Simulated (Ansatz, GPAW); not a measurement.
# How BaAg2AsP (model structure) absorbs and reflects light, part 2 of 3

Aim: the dielectric function of BaAg2AsP (model structure), and the optical constants that follow from it. The cell was made here by substitution or stacking, whether or not such a phase is known. It was built so: 1 of the 2 As atoms of the cell replaced by P in the I4/mmm structure of BaAg2As2. The cell is first relaxed with Ansatz.

GPAW 26.7.0; DFT, revPBE, plane-wave PAW (GPAW data sets), scalar-relativistic, RPA, optical limit.

So far: Set-up; Relaxation.

### Step 3. Ground state

The self-consistent density comes first; it also tells whether there is a gap, which decides the occupations and the need for a Drude term.

This step: DFT, revPBE, plane-wave PAW (GPAW data sets), scalar-relativistic, ground state (GPAW 26.7.0).

File gs.py:

```python
from ase import Atoms
from ase.dft.bandgap import bandgap
from gpaw import GPAW, PW, FermiDirac

atoms = Atoms(['Ba', 'Ag', 'Ag', 'As', 'P'],
              cell=[[-2.29427103, 2.29427103, 5.57587241],
                    [2.29427103, -2.29427103, 5.57587241],
                    [2.29427103, 2.29427103, -5.57587241]],
              scaled_positions=[[0.99786296, 0.99786296, 0.00000000],
                                [0.24356012, 0.74356012, 0.50000000],
                                [0.74356012, 0.24356012, 0.50000000],
                                [0.39458474, 0.39458474, 0.00000000],
                                [0.62043207, 0.62043207, 0.00000000]],
              pbc=[True, True, True])
atoms.calc = GPAW(mode=PW(400), xc='revPBE', kpts={'size': (7, 7, 7), 'gamma': True},
                  occupations=FermiDirac(0.05), maxiter=150, txt='gs.txt')
print('energy (eV)', atoms.get_potential_energy())
print('Fermi level (eV)', atoms.calc.get_fermi_level())
print('valence electrons', atoms.calc.get_number_of_electrons())
print('gap (eV)', bandgap(atoms.calc, output=None)[0])
print('direct gap (eV)', bandgap(atoms.calc, direct=True, output=None)[0])
atoms.calc.write('gs.gpw')
```

The run is started by

```
OMP_NUM_THREADS=1 python gs.py
```

Numbers of over 12 decimals in the logs are rounded to 6 here.

Log:

```text
__  _  _
 | _ |_)|_||  |
 |__||  | ||/\| - 26.7.0

Versions:
  Python: 3.12.14
  ASE:    3.29.0
  Numpy:  2.5.5
  Scipy:  1.18.1
  Libxc:  7.0.0

Input parameters:
  mode=PW(ecut=400.0),
  kpts=MonkhorstPack(size=(7, 7, 7), gamma=True),
  maxiter=150,
  occupations=Occupations(name='fermi-dirac', width=0.05, fixmagmom=False),
  xc=XC(name='revPBE')

Diagonalizing LCAO Hamiltonian
Converting LCAO to pw mode

       Ba

       P

       As
        Ag
             Ag

Atoms  # Å, Bohr magnetons
|   | symbol |         x |         y |         z |    initial magnetic moments |
| 0 |     Ba | -0.000000 |  0.000000 | 11.127913 | ( 0.0000,  0.0000,  0.0000) |
| 1 |     Ag |  2.294271 |  0.000000 |  2.716120 | ( 0.0000,  0.0000,  0.0000) |
| 2 |     Ag | -0.000000 |  2.294271 |  2.716120 | ( 0.0000,  0.0000,  0.0000) |
| 3 |     As | -0.000000 |  0.000000 |  4.400308 | ( 0.0000,  0.0000,  0.0000) |
| 4 |      P |  0.000000 | -0.000000 |  6.918900 | ( 0.0000,  0.0000,  0.0000) |

Unit cell  # Å
| periodic |         x |         y |         z |  lengths |     angles |
|      yes | -2.294271 |  2.294271 |  5.575872 | 6.451179 | 138.335153 |
|      yes |  2.294271 | -2.294271 |  5.575872 | 6.451179 | 138.335153 |
|      yes |  2.294271 |  2.294271 | -5.575872 | 6.451179 |  60.390082 |

Number of symmetries: 8
Symmetry operations  # r_c * U_cc + t_c -> r_c
|   | kind |            matrix            |
| 0 |  σ   |  1, 1, 1,  0, 0,-1,  0,-1, 0 |
| 1 |  C4  |  1, 1, 1,  0, 0,-1, -1, 0, 0 |
| 2 |  E   |  1, 0, 0,  0, 1, 0,  0, 0, 1 |
| 3 |  σ   |  1, 0, 0,  0, 1, 0, -1,-1,-1 |
| 4 |  σ   |  0, 1, 0,  1, 0, 0,  0, 0, 1 |
| 5 |  C2  |  0, 1, 0,  1, 0, 0, -1,-1,-1 |
| 6 |  C4  |  0, 0,-1,  1, 1, 1,  0,-1, 0 |
| 7 |  σ   |  0, 0,-1,  1, 1, 1, -1, 0, 0 |

BZ-sampling:
  Number of BZ points: 343
  Number of IBZ points: 40

  Monkhorst-Pack size: [7, 7, 7]
  Monkhorst-Pack shift: [0, 0, 0]

K-points  # in reciprocal-cell coordinates
|     |                                coordinates |     weight |
|   0 | (  0.00000000,   0.00000000,   0.00000000) | 0.00291545 |
|   1 | (  0.14285714,  -0.14285714,   0.00000000) | 0.01166181 |
|   2 | (  0.14285714,  -0.14285714,   0.14285714) | 0.01166181 |
|   3 | (  0.14285714,   0.00000000,   0.00000000) | 0.02332362 |
|   4 | (  0.14285714,   0.14285714,  -0.14285714) | 0.00583090 |
|   5 | (  0.28571429,  -0.28571429,   0.00000000) | 0.01166181 |
|   6 | (  0.28571429,  -0.28571429,   0.14285714) | 0.02332362 |
|   7 | (  0.28571429,  -0.28571429,   0.28571429) | 0.01166181 |
|   8 | (  0.28571429,  -0.14285714,   0.00000000) | 0.04664723 |
|   9 | (  0.28571429,  -0.14285714,   0.14285714) | 0.02332362 |
| ... |                                            |            |
|  39 | (  0.42857143,   0.42857143,   0.42857143) | 0.02332362 |

Plane wave coefficients: 2161
Cutoff: 400.0 eV

Spin-components: 1 (collinear spins)
Bands:           37
Projectors:      28
Spin-degeneracy: 2
Datatype:        complex128

Parallelization:
  kpt:    1
  domain: 1
  band:   1

Density:
  Valence electrons: 54.0
  Components: 1
  Grid points: [30 30 30]
  Charge: 0.0  # |e|

Potential:
  Grid points: [30 30 30]

species:
  Ba:
    name:    Barium
    id:
    Z:       56.0
    valence: 10
    core:    46
    charge:  0.0  # [|e|]
    compensation charges:
      type: gauss
      rc: 0.37  # [Å]
      lmax: 2
    cutoffs:
      filter: 2.06  # [Å]
      core: 2.33  # [Å]
    projectors
    | kind |    occ | energy [eV] | rcut [Å] |
    |   5s |  2.000 |     -33.650 |    1.164 |
    |   6s |  2.000 |      -3.191 |    1.164 |
    |   5p |  6.000 |     -18.758 |    1.164 |
    |    p |        |       0.000 |    1.164 |
    |    d |        |       0.000 |    1.164 |
    |    d |        |      27.211 |    1.164 |

    Using partial waves for Ba as LCAO basis

  Ag:
    name:    Silver
    id:
    Z:       47.0
    valence: 17
    core:    30
    charge:  0.0  # [|e|]
    compensation charges:
      type: gauss
      rc: 0.40  # [Å]
      lmax: 2
    cutoffs:
      filter: 2.35  # [Å]
      core: 2.19  # [Å]
    projectors
    | kind |    occ | energy [eV] | rcut [Å] |
    |   5s |  1.000 |      -4.283 |    1.286 |
    |   4p |  6.000 |     -58.516 |    1.328 |
    |   5p |  0.000 |      -0.712 |    1.328 |
    |   4d | 10.000 |      -7.382 |    1.180 |
    |    s |        |      22.929 |    1.286 |
    |    d |        |      19.829 |    1.180 |

    Using partial waves for Ag as LCAO basis

  As:
    name:    Arsenic
    id:
    Z:       33.0
    valence: 5
    core:    28
    charge:  0.0  # [|e|]
    compensation charges:
      type: gauss
      rc: 0.33  # [Å]
      lmax: 2
    cutoffs:
      filter: 1.87  # [Å]
      core: 2.96  # [Å]
    projectors
    | kind |    occ | energy [eV] | rcut [Å] |
    |   4s |  2.000 |     -14.425 |    1.058 |
    |   4p |  3.000 |      -5.155 |    1.058 |
    |    s |        |      12.786 |    1.058 |
    |    p |        |      22.056 |    1.058 |
    |    d |        |       0.000 |    1.058 |

    Using partial waves for As as LCAO basis

  P:
    name:    Phosphorus
    id:
    Z:       15.0
    valence: 5
    core:    10
    charge:  0.0  # [|e|]
    compensation charges:
      type: gauss
      rc: 0.30  # [Å]
      lmax: 2
    cutoffs:
      filter: 1.69  # [Å]
      core: 1.81  # [Å]
    projectors
    | kind |    occ | energy [eV] | rcut [Å] |
    |   3s |  2.000 |     -13.940 |    0.953 |
    |   3p |  3.000 |      -5.481 |    0.953 |
    |    s |        |      13.271 |    0.953 |
    |    p |        |      21.731 |    0.953 |
    |    d |        |       0.000 |    0.953 |

    Using partial waves for P as LCAO basis

Reference energy: -581305.777021  # eV

eigensolver:
  PPCG
  Converge bands: occupied
  niter=2

density mixing:
  MSR1-Mixer
  Pratt-step length: 0.05
  Maximum mixing coefficient: 0.75
  Old densities: 10
  SVD Regularization: 0.005
  Good broyden scale: 1.0
  Trust region scale: 1.0
  Backstep threshold: 4.0
  History deletion threshold: 6.0
  Fourier metric: weight=20.0, sigma=0.015

occupation numbers:
  Fermi-Dirac:
    width: 0.0500  # eV

poisson solver:
  ecut: 3200.0  # eV

xc functional:
  name: revPBE with 2 nearest neighbor stencil

convergence criteria:
- Maximum [total energy] change in last 3 cyles: 0.0005 eV / valence electron
- Maximum integral of absolute [dens]ity change: 0.0001 electrons / valence electron
- Maximum integral of absolute [eigenst]ate change: 4e-08 eV^2 / valence electron
maximum number of iterations: 150

SCF iterations
|iter     |      energy | eigst |  dens |
|iter:   1||  -19.280586 | -0.10 |       |
|iter:   2||  -19.055619 | -2.03 | -1.25 |
|iter:   3||  -18.577990 | -1.23 | -1.30 |
|iter:   4||  -18.184087 | -2.36 | -1.47 |
|iter:   5||  -18.153295 | -2.87 | -1.83 |
|iter:   6||  -18.151963 | -3.69 | -2.25 |
|iter:   7||  -18.152045c| -4.70 | -2.78 |
|iter:   8||  -18.152097c| -5.73 | -3.32 |
|iter:   9||  -18.152116c| -6.82 | -3.74 |
|iter:  10||  -18.152120c| -7.77c| -4.15c|

Converged in 10 steps
SCF loop duration: 93.531 s (9.353 s/step)
Energy contributions relative to reference atoms: (reference = -581305.777021)

Energy contributions:
  Kinetic:          11.702067
  Coulomb:         -12.468453
  Zero:              0.336266
  External:          0.000000
  Xc:              -17.713035
  Entropy:          -0.017931
  Spinorbit:         0.000000
  ----------------------------
  Free energy:     -18.161085
  Extrapolated:    -18.152120

dipole moment: (-27.687763, -27.687763, 133.309615)  # |e|*Ang

Fermi level: 7.794
Eigenvalues  # (at kpt = [0.000, 0.000, 0.000])
| band index |      eig [eV] | occ [0-2] |
|          0 |       -48.011 |     2.000 |
|        ... |               |           |
|         19 |         3.350 |     2.000 |
|         20 |         3.572 |     2.000 |
|         21 |         3.619 |     2.000 |
|         22 |         4.038 |     2.000 |
|         23 |         5.772 |     2.000 |
|         24 |         5.772 |     2.000 |
|         25 |         6.778 |     2.000 |
|         26 |         6.778 |     2.000 |
|         27 |         7.956 |     0.075 |
|         28 |         8.991 |     0.000 |
|         29 |         9.956 |     0.000 |
|         30 |        10.591 |     0.000 |
|         31 |        11.233 |     0.000 |
|         32 |        12.293 |     0.000 |
|         33 |        12.867 |     0.000 |
|         34 |        12.933 |     0.000 |
|        ... |               |           |
|         36 |        14.489 |     0.000 |

No gap
No difference between direct/indirect transitions

--- standard output ---
energy (eV) -18.152120
Fermi level (eV) 7.794366
valence electrons 54.0
gap (eV) 0.0
direct gap (eV) 0.0
```

The job ended after 99 s (1 thread of Arm Neoverse V1, shared host; peak memory 0.24 GiB).

Numbers from this step:

```
energy       : -18.15 eV
Fermi energy : 7.794 eV
electrons    : 54
```

There are states at the Fermi level within the smearing, so the occupations stay smeared and the carriers get a Drude term.

### Step 4. Bands for the response

At the fixed density, many empty bands are solved on the mesh of the response, since the spectrum sums over them.

This step: DFT, revPBE, plane-wave PAW (GPAW data sets), scalar-relativistic, bands at fixed density (GPAW 26.7.0).

File nscf.py:

```python
from ase.dft.bandgap import bandgap
from gpaw import GPAW, FermiDirac

calc = GPAW('gs.gpw').fixed_density(kpts={'size': (10, 10, 10), 'gamma': True}, nbands=62, convergence={'bands': 56},
                                    occupations=FermiDirac(0.05), txt='nscf.txt')
print('gap (eV)', bandgap(calc, output=None)[0])
print('direct gap (eV)', bandgap(calc, direct=True, output=None)[0])
calc.write('full.gpw', mode='all')
```

The run is started by

```
OMP_NUM_THREADS=1 python nscf.py
```

Log:

```text
Diagonalizing LCAO Hamiltonian
Converting LCAO to pw mode
convergence criteria:
- Maximum integral of absolute [eigenst]ate change: 4e-08 eV^2 / valence electron
maximum number of iterations: 150

SCF iterations
|iter     |      energy | eigst |  dens |
|iter:   1||             | +2.83 |       |
|iter:   2||             | +1.62 |       |
|iter:   3||             | +0.47 |       |
|iter:   4||             | -0.66 |       |
|iter:   5||             | -1.55 |       |
|iter:   6||             | -2.48 |       |
|iter:   7||             | -3.23 |       |
|iter:   8||             | -4.13 |       |
|iter:   9||             | -4.89 |       |
|iter:  10||             | -5.78 |       |
|iter:  11||             | -6.55 |       |
|iter:  12||             | -7.29 |       |
|iter:  13||             | -7.76c|       |
SCF steps: 13
  __  _  _
 | _ |_)|_||  |
 |__||  | ||/\| - 26.7.0

Versions:
  Python: 3.12.14
  ASE:    3.29.0
  Numpy:  2.5.5
  Scipy:  1.18.1
  Libxc:  7.0.0

Input parameters:
  mode=PW(ecut=400.0),
  convergence={'bands': 56},
  gpts=array([30, 30, 30]),
  kpts=MonkhorstPack(size=(10, 10, 10), gamma=True),
  maxiter=150,
  nbands=62,
  occupations=Occupations(name='fermi-dirac', width=0.05, fixmagmom=False),
  parallel={},
  xc=XC(name='revPBE')

--- standard output ---
gap (eV) 0.0
direct gap (eV) 0.0
```

Elapsed: 7.9 min, on 1 thread; peak memory 0.49 GiB.

(Continued in part 3 of 3.)

[Machine, clock and banner lines and Python warnings are left out of the logs.]

[Logs are printed without paths, hosts, clocks, repeated set-up lines and the standing remarks that a program may print on its own settings, such as how far it seeks lower states.]

[Hosts, paths, dates, database ids (printed as entryN), source tags and the programs' standing remarks are cut or masked in the printed files.]
